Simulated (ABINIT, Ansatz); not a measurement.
# SiGe3 (Pm-3m): phonons by linear response, part 3 of 6

Aim: the phonon dispersion of SiGe3 (Pm-3m), checked by a second program.

ABINIT 10.8.3; DFT LDA, scalar-relativistic, plane waves, HGH norm-conserving pseudopotentials.

So far. Step 3 (Ground state): The cell stands at -0.25 GPa: the relaxation ran with a smoothed and higher cutoff, and the difference is a stress of the finite basis. Step 4 (Zone-centre response): The acoustic modes at Γ come out as far as 1.2 cm⁻¹ from zero, where they should vanish, a small numerical error. The lowest optical mode is imaginary, 111i cm⁻¹, an instability at this level and on this k mesh. The relaxed cell has a = 4.094 Å (conventional setting).

The structure was built from a prototype and need not be the compound's stable phase.

## 5. Modes with the sum rule

anaddb reads the merged derivatives and imposes the acoustic sum rule.

anaddb.abi

```
ddb_filepath "gamma_DDB"
output_file "anaddb.abo"
outdata_prefix "anaddb"
asr 1
chneut 1
enunit 2
eivec 1
nph1l 1
qph1l 0.0 0.0 0.0 1.0
```

mrgddb.in

```
gamma_DDB
merged
2
dfpt_gammao_DDB
gso_DDB
```

Launch:

```sh
$ mrgddb < mrgddb.in > mrgddb.log
$ OMP_NUM_THREADS=1 anaddb anaddb.abi > anaddb.log
```

anaddb.abo, the main output file:

```text
-outvars_anaddb: echo values of input variables ----------------------

 Miscellaneous information :
      enunit         2
       eivec         1
         asr         1
 First list of wavevector (reduced coord.) :
       nph1l         1
       qph1l
                     0.00000000E+00  0.00000000E+00  0.00000000E+00    1.000E+00

================================================================================

 read the DDB information and perform some checks

  ==== Info on the Cryst% object ====
 Real(R)+Recip(G) space primitive vectors, cartesian coordinates (Bohr,Bohr^-1):
 R(1)=  7.7370650  0.0000000  0.0000000  G(1)=  0.1292480  0.0000000  0.0000000
 R(2)=  0.0000000  7.7370650  0.0000000  G(2)=  0.0000000  0.1292480  0.0000000
 R(3)=  0.0000000  0.0000000  7.7370650  G(3)=  0.0000000  0.0000000  0.1292480
 Unit cell volume ucvol=  4.6315754E+02 bohr^3
 Angles (23,13,12)=  9.00000000E+01  9.00000000E+01  9.00000000E+01 degrees
 Time-reversal symmetry is present
 Reduced atomic positions [iatom, xred, symbol]:
    1)    0.0000000  0.0000000  0.0000000  Si
    2)    0.0000000  0.5000000  0.5000000  Ge
    3)    0.5000000  0.0000000  0.5000000  Ge
    4)    0.5000000  0.5000000  0.0000000  Ge

 DDB file with 3 blocks has been read.

================================================================================

 Treat the first list of vectors

  Phonon wavevector (reduced coordinates) :  0.00000  0.00000  0.00000
 Phonon energies in Hartree :
  -5.077916E-04 -5.077916E-04 -5.077916E-04 -3.977689E-04 -3.977689E-04
  -3.977689E-04  0.000000E+00  0.000000E+00  0.000000E+00  6.071036E-04
   6.071036E-04  6.071036E-04
 Phonon energies in meV     :
- -1.381771E+01 -1.381771E+01 -1.381771E+01 -1.082384E+01 -1.082384E+01
- -1.082384E+01  0.000000E+00  0.000000E+00  0.000000E+00  1.652013E+01
-  1.652013E+01  1.652013E+01
 Phonon frequencies in cm-1    :
- -1.114474E+02 -1.114474E+02 -1.114474E+02 -8.730018E+01 -8.730018E+01
- -8.730018E+01  0.000000E+00  0.000000E+00  0.000000E+00  1.332438E+02
-  1.332438E+02  1.332438E+02
 Phonon frequencies in Thz     :
- -3.341108E+00 -3.341108E+00 -3.341108E+00 -2.617194E+00 -2.617194E+00
- -2.617194E+00  0.000000E+00  0.000000E+00  0.000000E+00  3.994550E+00
-  3.994550E+00  3.994550E+00
 Phonon energies in Kelvin  :
- -1.603479E+02 -1.603479E+02 -1.603479E+02 -1.256055E+02 -1.256055E+02
- -1.256055E+02  0.000000E+00  0.000000E+00  0.000000E+00  1.917082E+02
-  1.917082E+02  1.917082E+02

 Eigendisplacements
 (will be given, for each mode : in cartesian coordinates
   for each atom the real part of the displacement vector,
   then the imaginary part of the displacement vector - absolute values smaller than 1.0d-7 are set to zero)
  Mode number    1   Energy   -5.077916E-04
 Attention : low frequency mode.
   (Could be unstable or acoustic mode)
-  1  0.00000000E+00  0.00000000E+00  3.76224415E-03
-     0.00000000E+00  0.00000000E+00  0.00000000E+00
-  2  0.00000000E+00  0.00000000E+00 -6.48428820E-06
-     0.00000000E+00  0.00000000E+00  0.00000000E+00
-  3  0.00000000E+00  0.00000000E+00 -6.48428820E-06
-     0.00000000E+00  0.00000000E+00  0.00000000E+00
-  4  0.00000000E+00  0.00000000E+00 -1.44226503E-03
-     0.00000000E+00  0.00000000E+00  0.00000000E+00
  Mode number    2   Energy   -5.077916E-04
 Attention : low frequency mode.
   (Could be unstable or acoustic mode)
-  1  0.00000000E+00  3.76224415E-03  0.00000000E+00
-     0.00000000E+00  0.00000000E+00  0.00000000E+00
-  2  0.00000000E+00 -6.48428820E-06  0.00000000E+00
-     0.00000000E+00  0.00000000E+00  0.00000000E+00
-  3  0.00000000E+00 -1.44226503E-03  0.00000000E+00
-     0.00000000E+00  0.00000000E+00  0.00000000E+00
-  4  0.00000000E+00 -6.48428820E-06  0.00000000E+00
-     0.00000000E+00  0.00000000E+00  0.00000000E+00
  Mode number    3   Energy   -5.077916E-04
 Attention : low frequency mode.
   (Could be unstable or acoustic mode)
-  1  3.76224415E-03  0.00000000E+00  0.00000000E+00
-     0.00000000E+00  0.00000000E+00  0.00000000E+00
-  2 -1.44226503E-03  0.00000000E+00  0.00000000E+00
-     0.00000000E+00  0.00000000E+00  0.00000000E+00
-  3 -6.48428820E-06  0.00000000E+00  0.00000000E+00
-     0.00000000E+00  0.00000000E+00  0.00000000E+00
-  4 -6.48428820E-06  0.00000000E+00  0.00000000E+00
-     0.00000000E+00  0.00000000E+00  0.00000000E+00
  Mode number    4   Energy   -3.977689E-04
 Attention : low frequency mode.
   (Could be unstable or acoustic mode)
-  1  0.00000000E+00  0.00000000E+00  0.00000000E+00
-     0.00000000E+00  0.00000000E+00  0.00000000E+00
-  2  0.00000000E+00  0.00000000E+00  1.94359929E-03
-     0.00000000E+00  0.00000000E+00  0.00000000E+00
-  3  0.00000000E+00  0.00000000E+00 -1.94359929E-03
-     0.00000000E+00  0.00000000E+00  0.00000000E+00
-  4  0.00000000E+00  0.00000000E+00  0.00000000E+00
-     0.00000000E+00  0.00000000E+00  0.00000000E+00
  Mode number    5   Energy   -3.977689E-04
 Attention : low frequency mode.
   (Could be unstable or acoustic mode)
-  1  0.00000000E+00  0.00000000E+00  0.00000000E+00
-     0.00000000E+00  0.00000000E+00  0.00000000E+00
-  2  0.00000000E+00  1.94359929E-03  0.00000000E+00
-     0.00000000E+00  0.00000000E+00  0.00000000E+00
-  3  0.00000000E+00  0.00000000E+00  0.00000000E+00
-     0.00000000E+00  0.00000000E+00  0.00000000E+00
-  4  0.00000000E+00 -1.94359929E-03  0.00000000E+00
-     0.00000000E+00  0.00000000E+00  0.00000000E+00
  Mode number    6   Energy   -3.977689E-04
 Attention : low frequency mode.
   (Could be unstable or acoustic mode)
-  1  0.00000000E+00  0.00000000E+00  0.00000000E+00
-     0.00000000E+00  0.00000000E+00  0.00000000E+00
-  2  0.00000000E+00  0.00000000E+00  0.00000000E+00
-     0.00000000E+00  0.00000000E+00  0.00000000E+00
-  3 -1.94359930E-03  0.00000000E+00  0.00000000E+00
-     0.00000000E+00  0.00000000E+00  0.00000000E+00
-  4  1.94359930E-03  0.00000000E+00  0.00000000E+00
-     0.00000000E+00  0.00000000E+00  0.00000000E+00
  Mode number    7   Energy    0.000000E+00
 Attention : low frequency mode.
   (Could be unstable or acoustic mode)
-  1  0.00000000E+00  0.00000000E+00  1.49357491E-03
-     0.00000000E+00  0.00000000E+00  0.00000000E+00
-  2  0.00000000E+00  0.00000000E+00  1.49357487E-03
-     0.00000000E+00  0.00000000E+00  0.00000000E+00
-  3  0.00000000E+00  0.00000000E+00  1.49357487E-03
-     0.00000000E+00  0.00000000E+00  0.00000000E+00
-  4  0.00000000E+00  0.00000000E+00  1.49357485E-03
-     0.00000000E+00  0.00000000E+00  0.00000000E+00
  Mode number    8   Energy    0.000000E+00
 Attention : low frequency mode.
   (Could be unstable or acoustic mode)
-  1  0.00000000E+00  1.49357491E-03  0.00000000E+00
-     0.00000000E+00  0.00000000E+00  0.00000000E+00
-  2  0.00000000E+00  1.49357487E-03  0.00000000E+00
-     0.00000000E+00  0.00000000E+00  0.00000000E+00
-  3  0.00000000E+00  1.49357485E-03  0.00000000E+00
-     0.00000000E+00  0.00000000E+00  0.00000000E+00
-  4  0.00000000E+00  1.49357487E-03  0.00000000E+00
-     0.00000000E+00  0.00000000E+00  0.00000000E+00
  Mode number    9   Energy    0.000000E+00
 Attention : low frequency mode.
   (Could be unstable or acoustic mode)
-  1  1.49357491E-03  0.00000000E+00  0.00000000E+00
-     0.00000000E+00  0.00000000E+00  0.00000000E+00
-  2  1.49357485E-03  0.00000000E+00  0.00000000E+00
-     0.00000000E+00  0.00000000E+00  0.00000000E+00
-  3  1.49357487E-03  0.00000000E+00  0.00000000E+00
-     0.00000000E+00  0.00000000E+00  0.00000000E+00
-  4  1.49357487E-03  0.00000000E+00  0.00000000E+00
-     0.00000000E+00  0.00000000E+00  0.00000000E+00
  Mode number   10   Energy    6.071036E-04
-  1  0.00000000E+00  0.00000000E+00  1.77404866E-03
-     0.00000000E+00  0.00000000E+00  0.00000000E+00
-  2  0.00000000E+00  0.00000000E+00 -1.24369220E-03
-     0.00000000E+00  0.00000000E+00  0.00000000E+00
-  3  0.00000000E+00  0.00000000E+00 -1.24369220E-03
-     0.00000000E+00  0.00000000E+00  0.00000000E+00
-  4  0.00000000E+00  0.00000000E+00  1.80118355E-03
-     0.00000000E+00  0.00000000E+00  0.00000000E+00
  Mode number   11   Energy    6.071036E-04
-  1  0.00000000E+00 -1.77404866E-03  0.00000000E+00
-     0.00000000E+00  0.00000000E+00  0.00000000E+00
-  2  0.00000000E+00  1.24369220E-03  0.00000000E+00
-     0.00000000E+00  0.00000000E+00  0.00000000E+00
-  3  0.00000000E+00 -1.80118355E-03  0.00000000E+00
-     0.00000000E+00  0.00000000E+00  0.00000000E+00
-  4  0.00000000E+00  1.24369220E-03  0.00000000E+00
-     0.00000000E+00  0.00000000E+00  0.00000000E+00
  Mode number   12   Energy    6.071036E-04
-  1  1.77404866E-03  0.00000000E+00  0.00000000E+00
-     0.00000000E+00  0.00000000E+00  0.00000000E+00
-  2  1.80118355E-03  0.00000000E+00  0.00000000E+00
-     0.00000000E+00  0.00000000E+00  0.00000000E+00
-  3 -1.24369220E-03  0.00000000E+00  0.00000000E+00
-     0.00000000E+00  0.00000000E+00  0.00000000E+00
-  4 -1.24369220E-03  0.00000000E+00  0.00000000E+00
-     0.00000000E+00  0.00000000E+00  0.00000000E+00

 Analysis of degeneracies and characters (maximum tolerance=1.00E-06 a.u.)
 For each vibration mode, or group of modes if degenerate,
 the characters are given for each symmetry operation (see the list in the log file).
 Symmetry characters of vibration mode #   1
       degenerate with vibration modes #   2 to    3
  3.0 -3.0 -1.0  1.0 -1.0  1.0 -1.0  1.0  1.0 -1.0 -1.0  1.0  1.0 -1.0 -1.0  1.0
 -0.0  0.0 -0.0  0.0  0.0 -0.0  0.0 -0.0  1.0 -1.0 -1.0  1.0 -1.0  1.0  1.0 -1.0
 -0.0  0.0  0.0 -0.0  0.0 -0.0 -0.0  0.0  1.0 -1.0  1.0 -1.0 -1.0  1.0 -1.0  1.0
 Symmetry characters of vibration mode #   4
       degenerate with vibration modes #   5 to    6
  3.0 -3.0 -1.0  1.0 -1.0  1.0 -1.0  1.0 -1.0  1.0  1.0 -1.0 -1.0  1.0  1.0 -1.0
  0.0 -0.0 -0.0  0.0  0.0 -0.0  0.0 -0.0 -1.0  1.0  1.0 -1.0  1.0 -1.0 -1.0  1.0
  0.0 -0.0  0.0 -0.0  0.0 -0.0 -0.0  0.0 -1.0  1.0 -1.0  1.0  1.0 -1.0  1.0 -1.0
 Symmetry characters of vibration mode #   7
       degenerate with vibration modes #   8 to    9
  3.0 -3.0 -1.0  1.0 -1.0  1.0 -1.0  1.0  1.0 -1.0 -1.0  1.0  1.0 -1.0 -1.0  1.0
 -0.0  0.0 -0.0  0.0  0.0 -0.0  0.0 -0.0  1.0 -1.0 -1.0  1.0 -1.0  1.0  1.0 -1.0
 -0.0  0.0  0.0 -0.0  0.0 -0.0 -0.0  0.0  1.0 -1.0  1.0 -1.0 -1.0  1.0 -1.0  1.0
 Symmetry characters of vibration mode #  10
       degenerate with vibration modes #  11 to   12
  3.0 -3.0 -1.0  1.0 -1.0  1.0 -1.0  1.0  1.0 -1.0 -1.0  1.0  1.0 -1.0 -1.0  1.0
  0.0 -0.0 -0.0  0.0 -0.0  0.0 -0.0  0.0  1.0 -1.0 -1.0  1.0 -1.0  1.0  1.0 -1.0
  0.0 -0.0 -0.0  0.0 -0.0  0.0 -0.0  0.0  1.0 -1.0  1.0 -1.0 -1.0  1.0 -1.0  1.0
-
```

Run time: 0.75 s. Hardware: 1 thread of Intel Xeon at 2.70GHz, shared host.

Numbers from this step:

- lowest optical zone-centre mode: -111.5 cm⁻¹

No LO-TO term; unit eigenvectors of the mass-weighted matrix, from anaddb's displacements. The modes at Γ (shares of kinetic energy by element, %) (negative means imaginary):

```csv
mode,frequency (cm⁻¹),symmetry,Si %,Ge %
1,-111.4,T1u,72,28
2,-111.4,T1u,72,28
3,-111.4,T1u,72,28
4,-87.3,T2u,0,100
5,-87.3,T2u,0,100
6,-87.3,T2u,0,100
7,0.0,acoustic,11,89
8,0.0,acoustic,11,89
9,0.0,acoustic,11,89
10,133.2,T1u,16,84
11,133.2,T1u,16,84
12,133.2,T1u,16,84
```

Displacements in mode 1 (-111.4 cm⁻¹), the largest set to 1:
```
Si1  0.00  0.00  1.00
Ge2  0.00  0.00  0.00
Ge3  0.00  0.00  0.00
Ge4  0.00  0.00 -0.38
```

Displacements in mode 10 (133.2 cm⁻¹), the largest set to 1:
```
Si1  0.00  0.00  0.99
Ge2  0.00  0.00 -0.69
Ge3  0.00  0.00 -0.69
Ge4  0.00  0.00  1.00
```

The rule moves no optical mode by more than 0.1 cm⁻¹.

[end of part 3 of 6]

[Host names and launcher messages were left out of these logs when they were recorded.]

[Logs are printed without paths, hosts, clocks, repeated set-up lines and the standing remarks that a program may print on its own settings, such as how far it seeks lower states.]

[Hosts, paths, dates, database ids (printed as entryN), source tags and the programs' standing remarks are cut or masked in the printed files.]
